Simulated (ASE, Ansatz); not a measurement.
**A script that builds H-capped Ge nanocrystal (sphere) with a Si core (154 atoms)**

The cell is an input for a DFT calculation. Recipe: sphere of size parameter 7.41 Å cut from diamond-structure Ge (a = 5.658 Å), atoms with fewer than two neighbours dropped, broken bonds capped with H, 12 Å of vacuum, Ge replaced by Si within 3.71 Å of the centre.

The cell that is wanted:

The cell holds 154 atoms: 68 Ge, 14 Si and 72 H. Cell: a = 26.497 Å, b = 26.497 Å, c = 26.497 Å, α = 90.0°, β = 90.0°, γ = 90.0°. It derives from Ge (diamond-structure) and Si. Regions: crystal, 82 atoms (68 Ge and 14 Si); hydrogen, 72 atoms (72 H). Vacuum lies along a, b and c.

Q: Which script makes it?

build.py (ASE 3.29.0):

```python
import numpy as np
from ase import Atoms
from ase.build import bulk
from ase.neighborlist import neighbor_list

u = bulk('Ge', 'diamond', a=5.658, cubic=True)
full = u.repeat([6, 6, 6])
d = full.positions - np.array([3.625, 3.625, 3.625]) @ u.cell[:]
swap = {'Ge': 'Si'}
for a in full:
    if np.linalg.norm(d[a.index]) < 3.71: a.symbol = swap.get(a.symbol, a.symbol)
keep = np.linalg.norm(d, axis=1) < 7.41
# cap broken bonds with H: drop atoms with fewer than two neighbours, then put H along each missing bond
for _ in range(4):
    n = np.bincount(neighbor_list('i', full[keep], 2.82), minlength=keep.sum())
    keep[np.where(keep)[0][n < 2]] = False
i, j, D = neighbor_list('ijD', full, 2.82)
miss = keep[i] & ~keep[j]
bond = {'Si': 1.48, 'Ge': 1.53}
caps = [full.positions[a] + d / np.linalg.norm(d) * bond[full[a].symbol] for a, d in zip(i[miss], D[miss])]
atoms = full[keep] + Atoms('H' * len(caps), caps)
atoms.set_tags([0] * keep.sum() + [1] * len(caps))
atoms.set_cell([0, 0, 0]); atoms.center(vacuum=6); atoms.pbc = True
atoms.rattle(0.02, seed=30260)
atoms.wrap()
atoms.write('structure.xyz')
print(atoms.get_chemical_formula(), len(atoms), 'atoms; cell', atoms.cell.cellpar().round(3))
```

```console
$ python build.py
H72Ge68Si14 154 atoms; cell [26.497 26.497 26.497 90.    90.    90.   ]
```

Bonds by pair of elements; cutoffs follow the first minimum of g(r), held within bounds set by covalent radii, and pairs that aren't listed don't count as bonded:

```csv
pair A-B,cutoff (Å),bonds,mean length (Å),spread (Å),shortest (Å),B about A,A about B
H-Ge,1.94,72,1.53,0.027,1.48,1,1.06
Ge-Ge,2.88,90,2.45,0.028,2.39,2.65,2.65
Ge-Si,2.88,20,2.44,0.026,2.37,0.294,1.43
Si-Si,2.93,18,2.46,0.025,2.43,2.57,2.57
```

How many atoms have how many bonded neighbours:

```
element  mean   1   4
     Ge     4   0  68
      H     1  72   0
     Si     4   0  14
```

[Logs are printed without paths, hosts, clocks, repeated set-up lines and the standing remarks that a program may print on its own settings, such as how far it seeks lower states.]

[Hosts, paths, dates, database ids (printed as entryN), source tags and the programs' standing remarks are cut or masked in the printed files.]
